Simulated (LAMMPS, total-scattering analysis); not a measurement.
# zinc-blende solid solution (Hg0.44,Zn0.22,Cd0.34)S: Uiso of Zn against temperature

Simulated by classical molecular dynamics (LAMMPS) with the Stillinger-Weber II-VI potential (Zhou et al., Phys. Rev. B 88, 085309 (2013)); 512 atoms, zero pressure, classical nuclei. Uiso is the variance of an atom's position about its mean, per direction. The potential was fitted to tetrahedral crystals; it favours four neighbours in the liquid and keeps the solid to temperatures at which the real compounds have long melted or sublimed.

| T (K) | Uiso of Zn (Å²) |
| --- | --- |
| 200 | 0.00336 |
| 300 | ? |
| 520 | 0.00989 |
| 750 | 0.01505 |
| 980 | 0.02016 |

**Task.** Fit U/T against T with a straight line, read an effective Debye temperature from it, and predict the withheld row.

U/T in 10⁻⁵ Å²/K: 1.680 at 200 K, 1.902 at 520 K, 2.007 at 750 K, 2.057 at 980 K. The means are 612.5 K and 1.912; Σ(x − x̄)(y − ȳ) = 162.98 and Σ(x − x̄)² = 3.3268e+05, so the slope is 4.899e-04 per K and the intercept 1.611.

The intercept is the harmonic part: U = 3ħ²T/(M k θ²) with 3ħ²/(k u Å²) = 145.5 K and M = 65.38 u gives θ = √(145.5/(65.38 × 1.611×10⁻⁵)) = 372 K, an effective value for this element. The slope is the anharmonic part, expansion included: by 980 K it adds 30 % to U.

At 300 K, U = 300 × (1.611 + 0.147)×10⁻⁵ = 0.00528 Å²; the run gave 0.00518, a miss of +1.9 %.
